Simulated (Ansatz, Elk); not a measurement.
# Y3VC: X-ray structure factors from the self-consistent density

Structure refinements treat a crystal as free atoms side by side. For a made-up structure of Y3VC (cell and positions from a PBEsol relaxation) the runs below show what the calculated density changes in F(hkl).

Method: DFT, PBE, all-electron APW+lo, Dirac cores, scalar-relativistic bands, static density, ferromagnetic start, in Elk 11.2.3 (patched build).

This account leaves out most program logs.

The structure was built from a prototype and need not be the compound's stable phase.

## (1) Starting point

It takes space group Pm-3m (No. 221, cubic). The conventional cell has a = 4.865 Å, b = 4.865 Å, c = 4.865 Å, α = 90.00°, β = 90.00°, γ = 90.00°. Nearest to Y lie 2 C at 2.43 Å and 8 Y at 3.44 Å and 4 V at 3.44 Å. Nearest to V lie 12 Y at 3.44 Å. Nearest to C lie 6 Y at 2.43 Å. Farther neighbours are not listed.

Structure file:

```cif
data_structure
_symmetry_space_group_name_H-M 'P 1'
_symmetry_Int_Tables_number 1
_cell_length_a 4.8651
_cell_length_b 4.8651
_cell_length_c 4.8651
_cell_angle_alpha 90.000
_cell_angle_beta 90.000
_cell_angle_gamma 90.000
_cell_volume 115.15
loop_
_atom_site_label
_atom_site_type_symbol
_atom_site_fract_x
_atom_site_fract_y
_atom_site_fract_z
_atom_site_occupancy
Y1 Y 0.00000 0.50000 0.50000 1
Y2 Y 0.50000 0.00000 0.50000 1
Y3 Y 0.50000 0.50000 0.00000 1
V4 V 0.00000 0.00000 0.00000 1
C5 C 0.50000 0.50000 0.50000 1
```

## (2) Ground state and structure factors

An all-electron density is needed, since X-rays see the cores too. Task 0 finds the density and task 195 Fourier-transforms it; tshift is off so that phases refer to the origin typed.

File elk.in:

```
tasks
  0
  195
  196

xctype
  20

spinpol
  .true.

rgkmax
  7.0

gmaxvr
  14.0

lmaxo
  7

lmaxapw
  8

swidth
  0.002

tshift
  .false.

ramdisk
  .false.

hmaxvr
  5.5

maxscl
  120

epspot
  1e-06

reducebf
  0.8

sppath
  './'

avec
  9.19364122743 -0.00000000000 -0.00000000000
  0.00000000000 9.19364122743 0.00000000000
  -0.00000000000 0.00000000000 9.19364122743

atoms
  3
  'Y.in'
  3
  0.0000000000 0.5000000000 0.5000000000   0.000000 0.000000 0.000000
  0.5000000000 -0.0000000000 0.5000000000   0.000000 0.000000 0.000000
  0.5000000000 0.5000000000 0.0000000000   0.000000 0.000000 0.000000
  'V.in'
  1
  -0.0000000000 0.0000000000 -0.0000000000   0.000000 0.000000 -0.155000
  'C.in'
  1
  0.5000000000 0.5000000000 0.5000000000   0.000000 0.000000 0.000000

ngridk
  4 4 4
```

On the command line:

```bash
$ OMP_NUM_THREADS=4 elk
```

The job ended after 1.7 min (4 threads of AMD EPYC 7B13 (Zen 3), shared host; peak memory 0.45 GiB).

SFACRHO.OUT:

```text

h k l indices transformed by vhmat matrix:
   1.000000000       0.000000000       0.000000000    
   0.000000000       1.000000000       0.000000000    
   0.000000000       0.000000000       1.000000000    

      h      k      l  multipl.   |H|            Re(F)            Im(F)           |F|

      0      0      0      1   0.0000000       146.00000      0.56643662E-16   146.00000    
      0      0      1      6  0.68342729      -20.245136      0.90038414E-14   20.245136    
      0     -1      1     12  0.96651214      -9.4101838     -0.40644031E-14   9.4101838    
     -1     -1     -1      8   1.1837308       108.12317      0.21635836E-13   108.12317    
      0      0     -2      6   1.3668546       111.66950      0.16316814E-13   111.66950    
     -1     -2      0     24   1.5281899      -16.645665     -0.80970890E-14   16.645665    
     -2      1      1     24   1.6740481      -10.172881     -0.25570178E-13   10.172881    
     -2      2      0     12   1.9330243       97.483647      0.67580727E-14   97.483647    
     -2      1     -2     24   2.0502819      -14.746399     -0.17575458E-13   14.746399    
     -3      0      0      6   2.0502819      -14.787921     -0.20171107E-13   14.787921    
      0      3     -1     24   2.1611869      -10.001493     -0.43198398E-15   10.001493    
      3     -1      1     24   2.2666719       85.821888      0.17199608E-14   85.821888    
      2      2      2      8   2.3674616       88.124087     -0.37708749E-13   88.124087    
      0      3     -2     24   2.4641321      -13.847837      0.63793093E-14   13.847837    
     -3      1      2     48   2.5571508      -9.6861417     -0.12529762E-14   9.6861417    
      4      0      0      6   2.7337092       81.435714     -0.23338350E-13   81.435714    
     -1      0      4     24   2.8178429      -13.245871     -0.46999312E-14   13.245871    
      2     -3     -2     24   2.8178429      -13.177140     -0.19654696E-14   13.177140
```

Elk indexes on the primitive cell of elk.in and gives |H| = 4π sin θ/λ in inverse bohr. Below, one row stands for each form hkl of the conventional cell (m members, Friedel mates merged), F is for one primitive cell and the density is static (no thermal factor). Free-atom factors are Waasmaier and Kirfel's, and R is Σm||F|−|F'||/Σm|F|.

```tsv
hkl	m	sin θ/λ (Å⁻¹)	abs F, DFT	neutral atoms	diff.
100	6	0.103	20.245	19.917	+0.328
110	12	0.145	9.410	9.897	-0.487
111	8	0.178	108.123	108.677	-0.554
200	6	0.205	111.669	111.520	+0.149
210	24	0.230	16.646	16.459	+0.186
211	24	0.252	10.173	10.091	+0.082
220	12	0.291	97.484	97.403	+0.080
221	24	0.308	14.746	14.809	-0.062
300	6	0.308	14.788	14.809	-0.021
310	24	0.325	10.002	9.877	+0.124
311	24	0.341	85.822	85.645	+0.177
222	8	0.356	88.124	88.065	+0.059
320	24	0.371	13.848	13.837	+0.010
321	48	0.385	9.686	9.639	+0.047
400	6	0.411	81.436	81.385	+0.050
410	24	0.424	13.246	13.201	+0.045
322	24	0.424	13.177	13.201	-0.024
330	12	0.436	9.353	9.413	-0.060
```

## (3) The magnetisation density

The same run holds the spin density, and task 196 transforms it. The order is that of the start, and no other was tried.

SFACMAG_1.OUT:

```text

h k l indices transformed by vhmat matrix:
   1.000000000       0.000000000       0.000000000    
   0.000000000       1.000000000       0.000000000    
   0.000000000       0.000000000       1.000000000    

      h      k      l  multipl.   |H|            Re(F)            Im(F)           |F|

      0      0      0      1   0.0000000       4.3860767      0.44148526E-17   4.3860767    
      0      0      1      6  0.68342729       2.5556355      0.47464772E-16   2.5556355    
      0     -1      1     12  0.96651214       2.0561944     -0.15424847E-16   2.0561944    
     -1     -1     -1      8   1.1837308       1.7169814     -0.29894021E-16   1.7169814    
      0      0     -2      6   1.3668546       1.2514976      0.33793128E-16   1.2514976    
     -1     -2      0     24   1.5281899       1.0556379     -0.12015740E-16   1.0556379    
     -2      1      1     24   1.6740481       1.0595630     -0.24783073E-17   1.0595630    
     -2      2      0     12   1.9330243      0.88682514     -0.28037960E-17  0.88682514    
     -2      1     -2     24   2.0502819      0.76685434     -0.10891268E-16  0.76685434    
     -3      0      0      6   2.0502819      0.71172997     -0.13613366E-16  0.71172997    
      0      3     -1     24   2.1611869      0.63424302     -0.39322061E-17  0.63424302    
      3     -1      1     24   2.2666719      0.56432316      0.17403302E-17  0.56432316    
      2      2      2      8   2.3674616      0.61884763     -0.37580137E-16  0.61884763    
      0      3     -2     24   2.4641321      0.46861347     -0.10362695E-16  0.46861347    
     -3      1      2     48   2.5571508      0.43567252     -0.91073606E-17  0.43567252    
      4      0      0      6   2.7337092      0.25783857      0.13584102E-16  0.25783857
```

The total moment is 4.39 μB a cell; sphere moments: Y1 +0.10, Y2 +0.10, Y3 +0.10, V4 +2.70, C5 +0.07 μB. Polarised neutrons measure spin and orbital magnetisation together; without spin-orbit coupling the run gives the spin part:

```tsv
hkl	sin θ/λ (Å⁻¹)	abs F_M (μB)
100	0.103	2.556
110	0.145	2.056
111	0.178	1.717
200	0.205	1.252
210	0.230	1.056
211	0.252	1.060
220	0.291	0.887
221	0.308	0.767
300	0.308	0.712
310	0.325	0.634
311	0.341	0.564
222	0.356	0.619
320	0.371	0.469
321	0.385	0.436
```

## (4) The highest occupied states alone

An energy window below the Fermi level keeps the highest occupied states, to see at which angles they scatter; shallow core shells can lie inside it and anion s states outside. No new self-consistency is needed.

elk.in: that of step 2 with these lines changed.

```diff
@@ -1,5 +1,3 @@
 tasks
-  0
   195
-  196
 
@@ -44,2 +42,5 @@
 
+wsfac
+  -0.197790 0.543210
+
 sppath
```

On the command line:

```bash
$ OMP_NUM_THREADS=4 elk
```

The job ended after 10 s (4 threads; peak memory 0.26 GiB; 12 s of CPU time).

States within 12 eV below the Fermi level hold 18.00 electrons; any levels below the window count with the cores. Their amplitudes can exceed the total, where window and core parts have opposite phase:

```tsv
hkl	sin θ/λ (Å⁻¹)	abs F, window	abs F, all
100	0.103	1.197	20.245
110	0.145	4.795	9.410
111	0.178	0.096	108.123
200	0.205	3.563	111.669
210	0.230	0.207	16.646
211	0.252	1.987	10.173
220	0.291	1.862	97.484
221	0.308	0.273	14.746
300	0.308	0.198	14.788
310	0.325	1.060	10.002
```

## (5) Another functional

The difference from free atoms is small, so it is set against the change that LDA (Perdew-Wang) makes.

elk.in: that of step 4 with these lines changed.

```diff
@@ -1,6 +1,8 @@
 tasks
+  0
   195
+  196
 
 xctype
-  20
+  3
 
@@ -42,5 +44,2 @@
 
-wsfac
-  -0.197790 0.543210
-
 sppath
```

On the command line:

```bash
$ OMP_NUM_THREADS=4 elk
```

Run time: 51 s. Hardware: 4 threads; peak memory 0.27 GiB.

Against the first run R = 0.06 %; the largest change is -0.043 at 642. The moment goes from 4.39 to 4.09 μB.

## (6) A coarser k-mesh

About half the k-points along each axis test the sampling.

elk.in: that of step 5 with these lines changed.

```diff
@@ -6,3 +6,3 @@
 xctype
-  3
+  20
 
@@ -67,2 +67,2 @@
 ngridk
-  4 4 4
+  2 2 2
```

On the command line:

```bash
$ OMP_NUM_THREADS=4 elk
```

The job ended after 75 s (4 threads; peak memory 0.45 GiB).

Against the first run R = 0.12 %; the largest change is -0.086 at 500. The moment goes from 4.39 to 4.15 μB.

## (7) Settings against the effect

```tsv
run	R against the first run (%)	R against neutral atoms, low angle (%)	wall time
PBE, rgkmax 7	0.00	0.57	1.7 min
LDA (Perdew-Wang)	0.06	0.54	51 s
k-mesh 2×2×2	0.12	0.59	75 s
```

## (8) Summary of results

| Quantity | Value |
| --- | --- |
| R against neutral atoms, sin θ/λ < 0.3 Å⁻¹ | 0.57 % |
| R against neutral atoms, 0.3 to 0.82 Å⁻¹ | 0.21 % |

**Reading.** Independent neutral atoms miss the calculated amplitudes by R = 0.57 % below 0.3 Å⁻¹ and 0.21 % from there to 0.82 Å⁻¹; by shells, 3.33 % below 0.15 Å⁻¹ (2 forms), 0.38 % 0.15 to 0.3 (5 forms), 0.21 % 0.3 to 0.45 (13 forms), 0.21 % above 0.45 (59 forms). Bonding, aspherical density and the tables' own atoms all enter these figures, and the runs don't part them. The largest change of an amplitude is -0.55 electrons, at 111. The magnetic order is that of the start. No other order was tried here, and an antiferromagnetic one would change or move the magnetic intensity. The window's part falls from 18.0 electrons at the origin to at most 0.35 between 0.45 and 0.82 Å⁻¹. Below 0.3 Å⁻¹ the changes that finished (LDA (Perdew-Wang) and k-mesh 2×2×2) move F by R = 0.04 % at most, against the 0.57 % that separates it from free atoms. The magnetic factors move by R = 3.3 % (LDA (Perdew-Wang)) and 18.4 % (k-mesh 2×2×2), so they aren't settled to better than that. The basis has no finished test. Part of the difference isn't bonding: the tables are fits to free atoms and ions calculated by other methods than this functional. Thermal motion, anomalous dispersion and extinction are left out.

[Logs are printed without paths, hosts, clocks, repeated set-up lines and the standing remarks that a program may print on its own settings, such as how far it seeks lower states.]

[Hosts, paths, dates, database ids (printed as entryN), source tags and the programs' standing remarks are cut or masked in the printed files.]
